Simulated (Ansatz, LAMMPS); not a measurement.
# Charge trapping in amorphous 59Ga2O3-41P2O5 (mol %) (64 atoms), part 5 of 5

Aim: add and remove one electron in amorphous 59Ga2O3-41P2O5 (mol %) (64 atoms), with atoms held and relaxed, and read trapping energy and localisation.

Ansatz 0.2.0; Kohn-Sham DFT, PBE, PAW (set soft_1), plane waves.

The cell: 13 Ga, 9 P and 42 O. The quench rate of 100 K/ps is many orders above laboratory rates. The network of bonds at the start is that of the classical potential that made the cell. Only the Γ point is sampled, in a cell whose shortest periodic width is 9 Å.

So far. Step 10 (An extra hole, atoms relaxed): The relaxation converged after 21 steps, 0.213 eV below its start, with a largest force component of 0.018 eV/Å. Step 10 (An extra hole, atoms relaxed): An extra hole, atoms relaxed: the energy stands 4.73 eV below that of the reference, with a moment of 1.00 μB.

## 11. An extra hole, levels at the relaxed geometry

A single point at the new geometry gives levels and spin density.

Input and log are left out; they have the form of those shown for this kind of step.

Wall time 28 s (4 threads of Arm Neoverse V2, shared host); peak memory 1.5 GiB; 1.8 min of CPU time.

An extra hole, levels at the relaxed geometry: the energy stands 4.73 eV below that of the reference, with a moment of 1.00 μB.

The surroundings of O46, which holds the most spin, nearest first, numbered as they follow in the input and with coordinates relative to it.

| atom | x | y | z | distance (Å) | Löwdin charge (e) | moment (μB) |
| --- | --- | --- | --- | --- | --- | --- |
| O46 | 0.00 | 0.00 | 0.00 | 0.00 | -0.53 | 0.35 |
| P16 | -0.35 | 0.96 | -1.15 | 1.54 | 2.13 | -0.01 |
| O32 | -0.97 | 2.19 | -0.44 | 2.43 | -0.62 | 0.21 |
| O28 | 0.93 | 1.38 | -1.93 | 2.55 | -0.69 | 0.03 |
| O62 | -1.35 | 0.34 | -2.17 | 2.58 | -0.68 | 0.03 |
| Ga8 | 1.19 | -1.26 | 2.23 | 2.82 | 1.17 | 0.00 |
| O59 | 1.27 | 1.87 | 2.04 | 3.04 | -0.68 | 0.00 |
| O26 | 0.68 | -2.75 | 1.18 | 3.07 | -0.68 | 0.00 |
| O63 | -0.31 | -0.61 | 3.28 | 3.35 | -0.69 | 0.00 |
| O53 | 2.77 | -0.27 | 1.87 | 3.35 | -0.66 | 0.00 |
| O49 | -1.10 | 2.24 | 2.38 | 3.45 | -0.68 | 0.01 |
| O41 | 0.47 | -2.42 | -3.02 | 3.90 | -0.68 | 0.00 |

The distance from O46 to Ga8 changes most, from 1.96 Å in the neutral cell to 2.82 Å.

The levels nearest the highest filled one (over half full), pooled over k-points and spins:

| level less the highest filled one (eV) | occupation |
| --- | --- |
| -0.156 | 1 |
| -0.131 | 1 |
| -0.130 | 1 |
| 0 | 1 |
| 0.387 | 0 |
| 2.83 | 0 |
| 2.84 | 0 |
| 4.46 | 0 |

Spin density in the ac plane at fractional y = 0.678, with atoms of Ga and P and O within 0.2 Å of it.

Ten even steps from '_' (0.00 e/Å³) to '@' (0.49 e/Å³), each cell a mean:
```
____________________________________________________
____________________________________________________
____________________________________________________
____________________________________________________
____________________________________________________
____________________________________________________
____________________________________________________
____________________________________________________
____________________________________________________
____________________________________________________
____________________________________________________
____________________________________________________
____________________________________________________
____________________________________________________
______..::__________________________________________
____..**@@::________________________________________
______==**..________________________________________
______::..__________________________________________
____________________________________________________
____________________________________________________
____________________________________________________
____________________________________________________
____________________________________________________
____________________________________________________
```
Columns run along a (9.2 Å), rows up along c (9.2 Å). Atoms in or near the plane, at fractional coordinates: Ga at (0.94, 0.67), Ga at (0.58, 0.56), P at (0.79, 0.35), O at (0.59, 0.99), O at (0.14, 0.30), O at (0.95, 0.87), O at (0.39, 0.57).

## 12. Neutral at the geometry of the hole

The neutral cell at the new geometry gives the energy of that geometry without the charge.

input.yaml reads:

```yaml
crystal:
  lattice:
    - [9.20781, 0.0, 0.0]
    - [0.0, 9.20781, 0.0]
    - [0.0, 0.0, 9.20781]
  atoms:
    - { symbol: Ga, position: [0.45377, 0.25409, 0.91769] }
    - { symbol: Ga, position: [0.98056, 0.88837, 0.89659] }
    - { symbol: Ga, position: [0.04896, 0.89308, 0.26776] }
    - { symbol: Ga, position: [0.92501, 0.05377, 0.58533] }
    - { symbol: Ga, position: [0.58972, 0.94195, 0.34629] }
    - { symbol: Ga, position: [0.946, 0.61345, 0.05792] }
    [... 52 atom lines left out ...]
    - { symbol: O, position: [0.3867, 0.66449, 0.57384] }
    - { symbol: O, position: [0.14576, 0.00702, 0.89675] }
    - { symbol: O, position: [0.76586, 0.46346, 0.96461] }
    - { symbol: O, position: [0.10215, 0.49905, 0.11661] }
    - { symbol: O, position: [0.21544, 0.39582, 0.70827] }
    - { symbol: O, position: [0.86353, 0.83926, 0.34972] }
kpoints:
  mp_grid: { grid: [1, 1, 1] }
hamiltonian:
  xc: pbe
  pseudopotentials: { kind: paw, azcp: { folder: soft_1 } }
scf:
  occupations: { method: fixed }
output:
  forces: true
  stress: true
  populations: true
  dos:
    method: { smearing: { sigma: 0.08 } }
    de: 0.1
    projected: { site_lists: { Ga: [Ga], O: [O], P: [P] } }
  eigenvalues: true
```

On the command line:

```console
> ansatz run input.yaml --threads 4 --pin off --max-ram 8192MiB --backend cpu --events-out ev --progress --plain --runs-dir out
```

Numbers of over 12 decimals in the logs are rounded to 6 here.

The program printed:

```text
[...]
Crystal: 64 atoms, lattice volume = 780.673 Å³
Basis set: ecut = 420 eV, 15275 PW (Γ), exchange–correlation on 128×128×128 points (8 copies of the dense FFT grid, shifted against one another)
Bands: 297, of which v1, the nominal top of the filled ones, is band 233 counted from 1 (232 counted from 0)
Symmetry: 1 space group operations
[...]
k-points: 1
[...]
SCF iter   1: F=—  HF=-79860.505186 eV  |F-HF|=—  |Δ(HF+E_count)|=         —  Δρ=1.24e-1  dr2=9.18e1  ethr=3.10e-3  ⟨swp⟩=5.0  Hψ=1135  notcnv=0  defer=61
[...]
SCF iter  12: F=—  HF=-79830.397499 eV  |F-HF|=—  |Δ(HF+E_count)|=   1.21e-8  Δρ=7.27e-6  dr2=4.31e-7  ethr=3.59e-10  ⟨swp⟩=3.0  Hψ=473  notcnv=0  defer=62
SCF iter  13: F=-79830.397499 eV  HF=-79830.397499 eV  |F-HF|=5.92e-8  |Δ(HF+E_count)|=   7.22e-8  Δρ=3.50e-6  dr2=9.06e-8  ethr=2.15e-11  ⟨swp⟩=16.0  Hψ=2114  notcnv=0
SCF 1 converged in 13 iterations: F = -79830.397499 eV  dr2 = 9.06e-8
[...]
SCF converged after 13 iterations
Free energy (F): -79830.397499 eV
[...]
Internal energy: -79830.397499 eV  (E = F + TS)
E sigma→0 (E₀):  -79830.397499 eV
Fermi energy:    6.668242 eV
[...]
Σ components = -79830.397499   (vs F -79830.397499, Δ=0.00e0)
--- Forces (eV/Å), atoms counted from 1 ---
  atom   1  Ga    -0.19349610     0.08461140     0.14255287
  atom   2  Ga     0.07378328    -0.47927085     0.54431277
  atom   3  Ga     0.84069629    -1.70323098    -0.26931178
  atom   4  Ga     0.16958022    -0.12570477    -0.06135107
[...]
atom  64  O     -0.40038545     0.01882719     0.13689862
  max |Σ_I F_I| component: 3.10e-5 eV/Å
--- Stress (GPa, compression-positive) ---
        1.779608      -0.920074       0.636878
       -0.920073       0.116867       2.593698
        0.636877       2.593696       3.694844
  P = ⅓ Tr σ = 1.8638 GPa (18.638 kbar)
--- Band table (eV) ---
[...]
--- Löwdin populations: 64 sites ---
  site symbol       q [e]
     0     Ga     11.8313
     1     Ga     11.9182
     2     Ga     11.9134
[...]
63      O      6.7047
  spilling = 0.008748 (of n_electrons = 466.000000)
```

The job ended after 11 s (4 threads of Arm Neoverse V2, shared host; peak memory 0.97 GiB; 42 s of CPU time).

Neutral at the geometry of the hole: the energy stands 1.00 eV above that of the reference.

## 13. Energies and spread of the extra charge

Energies are differences within one cell and functional; the shift is the gain plus the neutral cell's energy at the new geometry, that is how much cheaper the vertical process becomes there. The spread is the participation number of the site moments (1/Σw², over the spin inside atomic spheres), with the atom that holds the largest share and the spin that the spheres hold in all.

| carrier | charged less neutral, atoms held (eV) | gain on relaxing (eV) | neutral cell at that geometry, less the reference (eV) | shift of the vertical energy (eV) | spread, atoms held | spread, relaxed |
| --- | --- | --- | --- | --- | --- | --- |
| electron | 7.406 | 0.071 | 0.094 | 0.165 | 45; Ga8 5 % of 0.37 μB | 39; Ga12 6 % of 0.39 μB |
| hole | -4.516 | 0.213 | 1.001 | 1.214 | 20; O32 9 % of 0.80 μB | 3; O46 45 % of 0.77 μB |

## 14. What came out

The extra electron gains 0.071 eV as the atoms relax, and its spin goes from about 45 to 39 atoms: it stays spread out at this level. With the atoms held, the spheres hold only 0.37 of the 0.98 μB, so the spread is read from a small part of the spin. The extra hole gains 0.21 eV as the atoms relax, and its spin goes from about 20 to 3 atoms: the atoms trap it, with the largest share on O46. The O46–Ga8 distance goes from 1.96 to 2.82 Å. Adding the two vertical energies gives 2.89 eV, against a gap of 2.72 eV in the neutral cell. The zero of the potential cancels in this sum; the excess isn't taken apart here: charging of a small cell, filling of bands on a coarse mesh and the attraction to the background can all enter.

**Limits.** Single energies of charged cells hang on the program's zero of potential. In the spin-polarised runs the search for a state of lower energy was switched off. No distortion was seeded, so a trapped state behind a barrier can't be found. Local and semilocal functionals favour spread-out charges, so trapping can be missed. Charged cells carry a uniform background, with no correction for images.

The DFT runs together took 9.4 min of wall time.

[Logs are printed without paths, hosts, clocks, repeated set-up lines and the standing remarks that a program may print on its own settings, such as how far it seeks lower states.]

[Hosts, paths, dates, database ids (printed as entryN), source tags and the programs' standing remarks are cut or masked in the printed files.]
